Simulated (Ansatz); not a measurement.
# Y2NF2 MXene monolayer in a perpendicular field

Wanted: the out-of-plane response of the Y2NF2 MXene monolayer. A positive field points along +c.

Main program and level: Ansatz 0.2.0; plane-wave DFT, PBE-D3(BJ), Ansatz PAW.

This is a report of a sequence of runs, with most program output left out.

## 1. The starting structure

The cell holds 5 atoms: 2 F, 2 Y and 1 N. Its edges and angles: a = 3.406 Å, b = 3.406 Å, c = 40.995 Å, α = 90.0°, β = 90.0°, γ = 120.0°. Vacuum lies along c.

## 2. Relaxation

The starting cell is a guess, so the in-plane lattice and the atoms are relaxed first, with the slab cut off from its images along the normal.

Input file input.yaml:

```yaml
crystal:
  lattice:
    - [3.40626, 0.0, 0.0]
    - [-1.70313, 2.9499076919, 0.0]
    - [0.0, 0.0, 40.9953007083]
  atoms:
    - { symbol: F, position: [0.3333333333, 0.6666666667, 0.4390747156] }
    - { symbol: "Y", position: [0.6666666667, 0.3333333333, 0.4672152802], spin: 1.0 }
    - { symbol: "N", position: [0.0, 0.0, 0.5] }
    - { symbol: "Y", position: [0.3333333333, 0.6666666667, 0.5327847198], spin: 1.0 }
    - { symbol: F, position: [0.6666666667, 0.3333333333, 0.5609252844] }
  periodic: [true, true, false]
magnetization:
  spin_polarized: true
kpoints:
  mp_grid: { grid: [12, 12, 1] }
hamiltonian:
  xc: pbe
  dispersion: d3bj
scf:
  occupations: { method: fermi_dirac, width: 0.05 }
  convergence: { dr2_threshold: 1.0e-09 }
relax:
  f_tol: 0.004
  max_steps: 90
  cell: {}
output:
  write_potential: true
  write_density: true
  volumetric_format: npy
```

Launch:

```bash
> ansatz run input.yaml --threads 2 --pin off --max-ram 3072MiB --backend cpu --events-out ev --progress --plain --runs-dir out
```

Wall time 2 min (2 threads of Intel Xeon at 2.60GHz (Ice Lake), shared host); peak memory 0.93 GiB.

The steps of the relaxation:

| step | energy less that of the first step (eV) | largest force component (eV/Å) | volume (Å³) |
| --- | --- | --- | --- |
| 1 | 0.0000 | 1.0903 | 411.93 |
| 2 | -0.1038 | 0.7489 | 418.63 |
| 3 | -0.1204 | 0.2306 | 418.52 |
| 4 | -0.1234 | 0.0759 | 422.71 |
| 5 | -0.1268 | 0.0054 | 419.93 |
| 6 | -0.1267 | 0.0002 | 420.06 |
| 7* | -0.1311 | 0.0004 | 420.06 |
| 8 | -0.1310 | 0.0001 | 420.50 |
| 9* | -0.1312 | 0.0001 | 420.50 |

Relaxation steps marked * repeat the geometry before them on a plane-wave basis chosen anew for their cell, so energy and pressure can jump there.

The run keeps the 12 symmetry operations that it works with, so distortions that break them were not tested.

| cell as run | before | after | change |
| --- | --- | --- | --- |
| a (Å) | 3.406 | 3.442 | +1.0 % |
| b (Å) | 3.406 | 3.442 | +1.0 % |

The atoms that moved most (Å, along periodic axes as changes of fractional coordinates times the final cell, across vacuum about the mean position):

| atom | dx | dy | dz | length |
| --- | --- | --- | --- | --- |
| F1 | 0.000 | 0.000 | -0.089 | 0.089 |
| F5 | 0.000 | 0.000 | 0.089 | 0.089 |
| Y4 | 0.000 | 0.000 | -0.014 | 0.014 |
| Y2 | 0.000 | 0.000 | 0.014 | 0.014 |

The relaxed structure:

```cif
data_structure
_symmetry_space_group_name_H-M 'P 1'
_symmetry_Int_Tables_number 1
_cell_length_a 3.4415
_cell_length_b 3.4415
_cell_length_c 40.9953
_cell_angle_alpha 90.000
_cell_angle_beta 90.000
_cell_angle_gamma 120.000
_cell_volume 420.50
loop_
_atom_site_label
_atom_site_type_symbol
_atom_site_fract_x
_atom_site_fract_y
_atom_site_fract_z
_atom_site_occupancy
F1 F 0.33333 0.66667 0.43691 1
Y2 Y 0.66667 0.33333 0.46755 1
N3 N 0.00000 0.00000 0.50000 1
Y4 Y 0.33333 0.66667 0.53245 1
F5 F 0.66667 0.33333 0.56309 1
```

Numbers from this step:

- energy at zero smearing: -9707.3510 eV

The lattice constant a goes from 3.406 to 3.442 Å.

## 3. Atoms held, field 0

A sawtooth potential applies the field, turning back in the middle of the vacuum. With the dipole correction the typed value is the field outside the slab. The induced dipole is small, so the SCF threshold is tight.

The cell differs from the one that the last finished run ended in (c 40.995 → 23.173 Å).

Input file input.yaml:

```yaml
crystal:
  lattice:
    - [3.4415341528, 0.0, 0.0]
    - [-1.7207670764, 2.9804560043, 0.0]
    - [0.0, 0.0, 23.1725371979]
  atoms:
    - { symbol: F, position: [0.3333333333, 0.6666666667, 0.3883907888] }
    - { symbol: "Y", position: [0.6666666667, 0.3333333333, 0.4425828123] }
    - { symbol: "N", position: [0.0, 0.0, 0.5] }
    - { symbol: "Y", position: [0.3333333333, 0.6666666667, 0.5574171877] }
    - { symbol: F, position: [0.6666666667, 0.3333333333, 0.6116092112] }
kpoints:
  mp_grid: { grid: [18, 18, 1] }
  band_path:
    path: [[0, 0, 0], [0.5, 0, 0], [0.33333333, 0.33333333, 0], [0, 0, 0]]
    npoints: 16
hamiltonian:
  xc: pbe
  dispersion: d3bj
scf:
  occupations: { method: fermi_dirac, width: 0.02585 }
  convergence: { dr2_threshold: 1.0e-10 }
efield:
  axis: 3
  dipole_correction: true
  ramp_position: 0.97
  ramp_width: 0.06
  amplitude: 0
output:
  dos: { projected: true, e_range: [-6, 5] }
  write_potential: true
  write_density: true
  volumetric_format: npy
  elf: true
```

Wall time 15 s (2 threads); peak memory 0.64 GiB; 29 s of CPU time.

Numbers from this step:

```
energy at zero smearing   : -9707.3505 eV
work function, upper face : 3.166 eV
dipole along the normal   : 3.98e-7 e·Å
```

Running mean over a fixed 2.8 Å (it still follows the layers) of the planar mean; the ramp of the sawtooth is left out. Electron's electrostatic potential energy less the Fermi level against z:

z (Å), electron's electrostatic potential energy less the Fermi level (eV) and a bar from the least value:
```
      3.0        3.2 ##############################
      3.5        3.2 ##############################
      4.0        3.2 ##############################
      4.5        3.2 ##############################
      5.0        3.2 ##############################
      5.5        3.2 ##############################
      6.0        3.2 ##############################
      6.5        3.1 ##############################
      7.0        3.0 ##############################
      7.5        2.0 ###########################
      8.0        0.2 #######################
      8.5       -2.2 ##################
      9.0       -5.5 ###########
      9.5       -8.3 ####
     10.0       -9.7 #
     10.5      -10.2 
     11.0      -10.1 
     11.5      -10.2 
     12.0      -10.1 
     12.5      -10.1 
     13.0      -10.0 
     13.5       -8.9 ###
     14.0       -6.6 ########
     14.5       -3.3 ################
     15.0       -0.5 ######################
     15.5        1.5 ##########################
     16.0        2.8 #############################
     16.5        3.1 ##############################
     17.0        3.2 ##############################
     17.5        3.2 ##############################
     18.0        3.2 ##############################
     18.5        3.2 ##############################
     19.0        3.2 ##############################
     19.5        3.2 ##############################
     20.0        3.2 ##############################
```

The density of states has structure finer than the step of the table below, so its rows give means over 0.25 eV, whole bins alone (the curve runs from -6 to 1.99 eV). Peaks (eV: height): -4.460: 10.1, -4.290: 6.35, -4.150: 7.86, -4.070: 9.52, -3.960: 11.7, -3.680: 11.2, 1.420: 3.02.

The density of states by energy, zero at the Fermi level; means over each step:

| energy (eV) | density of states (states/eV a cell) |
| --- | --- |
| -4.75 | 0 |
| -4.50 | 6.05 |
| -4.25 | 4.10 |
| -4.00 | 7.42 |
| -3.75 | 5.68 |
| -3.50 | 0.182 |
| -3.25 | 0 |
| -3.00 | 0 |
| -2.75 | 0 |
| -2.50 | 0 |
| -2.25 | 0 |
| -2.00 | 0 |
| -1.75 | 0 |
| -1.50 | 0 |
| -1.25 | 0 |
| -1.00 | 0.420 |
| -0.75 | 0.916 |
| -0.50 | 0.956 |
| -0.25 | 1.02 |
| 0.00 | 1.10 |
| 0.25 | 1.38 |
| 0.50 | 0.943 |
| 0.75 | 0.787 |
| 1.00 | 1.40 |
| 1.25 | 1.86 |
| 1.50 | 1.94 |
| 1.75 | 1.82 |

Projected DOS per atom over height of the atomic layer and energy from the Fermi level. Layers: F Y N Y F from below.

Values in states/eV, 22 rows by 5 columns, each cell a mean:
```
0.05 0.81 0.14 0.81 0.05
0.04 0.81 0.11 0.81 0.04
0.04 0.72 0.08 0.72 0.04
0.02 0.39 0.04 0.39 0.02
0.04 0.55 0.06 0.55 0.04
0.03 0.49 0.04 0.49 0.03
0.03 0.44 0.03 0.44 0.03
0.03 0.42 0.02 0.42 0.03
0.01 0.10 0.00 0.10 0.01
0.00 0.00 0.00 0.00 0.00
0.00 0.00 0.00 0.00 0.00
0.00 0.00 0.00 0.00 0.00
0.00 0.00 0.00 0.00 0.00
0.00 0.00 0.00 0.00 0.00
0.00 0.00 0.00 0.00 0.00
0.06 0.41 2.33 0.41 0.06
0.12 0.96 4.89 0.96 0.12
0.26 0.80 3.37 0.80 0.26
0.03 0.07 0.30 0.07 0.03
0.00 0.00 0.00 0.00 0.00
0.00 0.00 0.00 0.00 0.00
0.00 0.00 0.00 0.00 0.00
```
Columns: height of the atomic layer (Å) from 9 to 14.2; rows upwards: energy from the Fermi level (eV) from -5.96 to 1.96.

Electronic bands along the path, in eV, zero at the Fermi level:

| point | band 17 | band 18 | band 19 | band 20 | band 21 | band 22 | band 23 | band 24 |
| --- | --- | --- | --- | --- | --- | --- | --- | --- |
| Γ | -7.27 | -4.54 | -3.61 | -3.61 | 1.13 | 1.39 | 1.39 | 1.40 |
| halfway | -7.25 | -4.32 | -4.16 | -3.68 | -0.15 | 1.74 | 2.31 | 2.52 |
| M | -7.11 | -4.58 | -3.93 | -3.67 | -1.02 | 2.27 | 3.38 | 3.66 |
| halfway | -7.09 | -4.52 | -4.01 | -3.93 | -0.22 | 2.47 | 2.55 | 2.97 |
| K | -7.08 | -4.36 | -4.36 | -3.94 | 1.29 | 1.74 | 1.74 | 2.86 |
| halfway | -7.20 | -4.31 | -4.13 | -3.86 | 0.39 | 0.75 | 2.69 | 2.77 |
| Γ | -7.27 | -4.54 | -3.61 | -3.61 | 1.13 | 1.39 | 1.39 | 1.40 |

Electrostatic potential energy in the ca plane at fractional y = 0.333, with atoms of Y and F within 0.2 Å of it. With pseudopotentials it is smooth inside the atoms' cores, unlike the true potential.

Ten even steps from '0' (-44 eV) to '9' (5 eV), each cell a mean:
```
99999999999999999875346899888888999999999999
99999999999999999851002689998852499999999999
99999999999999998730000589999710079999999999
99999999999999998730001689999820189999999999
99999999999999999862114789988876799999999999
99999999999999999987668899877889999999999999
99999999999999999998889998866789999999999999
99999999999999999999899998766788999999999999
99999999999999999988788998877789999999999999
```
Columns run along c (16.0 Å, from fractional 0.13 to 0.82 of the cell; values clipped at the 3rd and 97th percentile), rows up along a (3.4 Å). Atoms in or near the plane, at fractional coordinates: Y at (0.44, 0.67), F at (0.61, 0.67).

Valence density in the ca plane at fractional y = 0.333, with atoms of Y and F within 0.2 Å of it. It is the smooth field of the valence electrons, not physical close to the nuclei.

Values in units of 1e0 e/Å³, 5 rows by 16 columns, each cell a mean:
```
0.0 0.0 0.0 0.0 0.0 0.0 0.3 1.7 0.5 0.1 0.3 1.5 0.1 0.0 0.0 0.0
0.0 0.0 0.0 0.0 0.0 0.0 0.7 3.5 1.1 0.1 0.6 7.9 0.5 0.0 0.0 0.0
0.0 0.0 0.0 0.0 0.0 0.0 0.3 1.9 0.5 0.1 0.3 1.7 0.2 0.0 0.0 0.0
0.0 0.0 0.0 0.0 0.0 0.1 0.2 0.2 0.3 0.3 0.3 0.1 0.0 0.0 0.0 0.0
0.0 0.0 0.0 0.0 0.0 0.1 0.2 0.2 0.3 0.3 0.3 0.1 0.0 0.0 0.0 0.0
```
Columns run along c (16.0 Å, from fractional 0.13 to 0.82 of the cell), rows up along a (3.4 Å). Atoms in or near the plane, at fractional coordinates: Y at (0.44, 0.67), F at (0.61, 0.67).

ELF in the ca plane at fractional y = 0.333, with atoms of Y and F within 0.2 Å of it. It is the smooth field of the valence electrons, not physical close to the nuclei.

Ten even steps from '0' (0.00) to '9' (0.85), each cell a mean:
```
00000000000000001015873133100147752100000000
00000000000000000169998312211599985200000000
00000000000000000399579512212886896200000000
00000000000000000289889412212797995200000000
00000000000000000048996112100379974100000000
00000000000000012102431243111024431000000000
00000000000000135520013664134200000000000000
00000000000000245531025774135310000000000000
00000000000000124310112463122101210000000000
```
Columns run along c (16.0 Å, from fractional 0.13 to 0.82 of the cell), rows up along a (3.4 Å). Atoms in or near the plane, at fractional coordinates: Y at (0.44, 0.67), F at (0.61, 0.67).

The work function of the upper face is 3.17 eV.

## 4. Atoms held, field 0.1 V/Å

Changes to input.yaml since step 3:

```diff
@@ -27,5 +27,4 @@
   ramp_width: 0.06
-  amplitude: 0
+  amplitude: 0.1
 output:
-  dos: { projected: true, e_range: [-6, 5] }
   write_potential: true
@@ -33,2 +32 @@
   volumetric_format: npy
-  elf: true
```

The job ended after 19 s (2 threads; peak memory 0.6 GiB; 37 s of CPU time).

The dipole is 0.0298 e·Å.

## 5. Atoms held, field -0.1 V/Å

Changes to input.yaml since step 4:

```diff
@@ -27,3 +27,3 @@
   ramp_width: 0.06
-  amplitude: 0.1
+  amplitude: -0.1
 output:
```

It took 18 s on 2 threads; peak memory 0.62 GiB.

The dipole is -0.0298 e·Å.

## 6. Response, atoms held

This step: plane-wave DFT, PBE-D3(BJ), Ansatz PAW; response to a field along the normal, atoms held (Ansatz 0.2.0).

The dipoles give the slope, and the difference of two potentials shows where the field is screened.

Numbers from this step:

```yaml
equivalent_conductor_thickness_p_eps_0ae: 5.264 Å
distance_between_the_outer_atoms: 5.173 Å
```

Table of dipole of the cell by applied field:

| applied field (V/Å) | dipole of the cell (e·Å) |
| --- | --- |
| -0.1000 | -0.0298 |
| 0.0000 | 4.0e-7 |
| 0.1000 | 0.0298 |

Local field over the applied field, running mean. From the potentials at -0.1 and 0.1 V/Å; running mean over 2.5 Å. Local field over applied field against z:

z (Å), local field over applied field and a bar:
```
      4.5      1.000 ##############################
      5.0      1.000 ##############################
      5.5      0.999 ##############################
      6.0      0.996 ##############################
      6.5      0.985 ##############################
      7.0      0.950 ############################
      7.5      0.872 ##########################
      8.0      0.759 ######################
      8.5      0.620 ##################
      9.0      0.471 #############
      9.5      0.326 #########
     10.0      0.210 #####
     10.5      0.124 ###
     11.0      0.068 #
     11.5      0.043 
     12.0      0.056 
     12.5      0.101 ##
     13.0      0.177 ####
     13.5      0.281 #######
     14.0      0.419 ############
     14.5      0.569 #################
     15.0      0.713 #####################
     15.5      0.837 #########################
     16.0      0.928 ############################
     16.5      0.977 #############################
     17.0      0.993 ##############################
     17.5      0.998 ##############################
     18.0      1.000 ##############################
     18.5      1.000 ##############################
     19.0      1.000 ##############################
```

The induced electron density oscillates, so the rows of the table below give means over windows of 0.5 Å about each position, cut where the curve ends. Its maxima inside the range that stand out by 2 % of the span (Å: e/Å³ per V/Å): 8.40: 0.00295, 9.12: 0.00207, 10.28: 0.00129, 13.47: -8.2e-4, 14.34: -0.00129. Its minima: 8.83: 0.00129, 9.70: 8.2e-4, 12.89: -0.00129, 14.05: -0.00207, 14.77: -0.00295.

Electrons, planar mean, per unit field. Table of induced electron density by z; means over each step:

| z (Å) | induced electron density (e/Å³ per V/Å) |
| --- | --- |
| 4.5 | 2.3e-7 |
| 5.0 | 9.7e-7 |
| 5.5 | 3.9e-6 |
| 6.0 | 1.6e-5 |
| 6.5 | 6.3e-5 |
| 7.0 | 2.2e-4 |
| 7.5 | 7.4e-4 |
| 8.0 | 0.00193 |
| 8.5 | 0.00252 |
| 9.0 | 0.00170 |
| 9.5 | 0.00116 |
| 10.0 | 0.00106 |
| 10.5 | 9.9e-4 |
| 11.0 | 6.0e-4 |
| 11.5 | 5.7e-5 |
| 12.0 | -4.1e-4 |
| 12.5 | -8.2e-4 |
| 13.0 | -0.00117 |
| 13.5 | -9.3e-4 |
| 14.0 | -0.00172 |
| 14.5 | -0.00206 |
| 15.0 | -0.00240 |
| 15.5 | -0.00107 |
| 16.0 | -3.5e-4 |
| 16.5 | -9.8e-5 |
| 17.0 | -2.6e-5 |
| 17.5 | -6.3e-6 |
| 18.0 | -1.6e-6 |
| 18.5 | -3.7e-7 |
| 19.0 | -1.1e-7 |

By hand: between -0.1 and 0.1 V/Å the dipole changes by 0.05968 e·Å, a slope of 0.2984 e·Å²/V. A perfect conductor of thickness t has p = ε₀AEt, so t = 180.95 × 0.2984 / 10.257 = 5.26 Å (e/ε₀ = 180.95 V·Å, A in Å²).

The induced dipole is that of a conductor 5.26 Å thick.

## 7. Outcome

* gap without field: none
* work function, upper face: 3.17 eV
* equivalent conductor thickness, atoms held: 5.26 Å

In words: The induced dipole equals that of a perfect conductor 5.26 Å thick, while the outer atoms lie 5.17 Å apart. There is no gap over 0.03 eV, with or without the field. The first relaxation ran with spin and lost its moment, and the later runs have none; other magnetic states were not tried. Spin-orbit coupling is left out. The MXene's terminations sit over the metal atoms of its far layer; the site over carbon or nitrogen, which some compounds prefer, was not run.

[Logs are printed without paths, hosts, clocks, repeated set-up lines and the standing remarks that a program may print on its own settings, such as how far it seeks lower states.]

[Hosts, paths, dates, database ids (printed as entryN), source tags and the programs' standing remarks are cut or masked in the printed files.]

[Maps of the electrostatic potential energy from Ansatz leave out the sawtooth potential of an applied field or a dipole correction, so their vacuum need not be flat; planar profiles and work functions include it.]

[The density of states shown here was stored with 400 of the rows of the run's finer table, so its peaks can read low, often by over a quarter, or be missed, and its means over a window can be off by a tenth or more.]
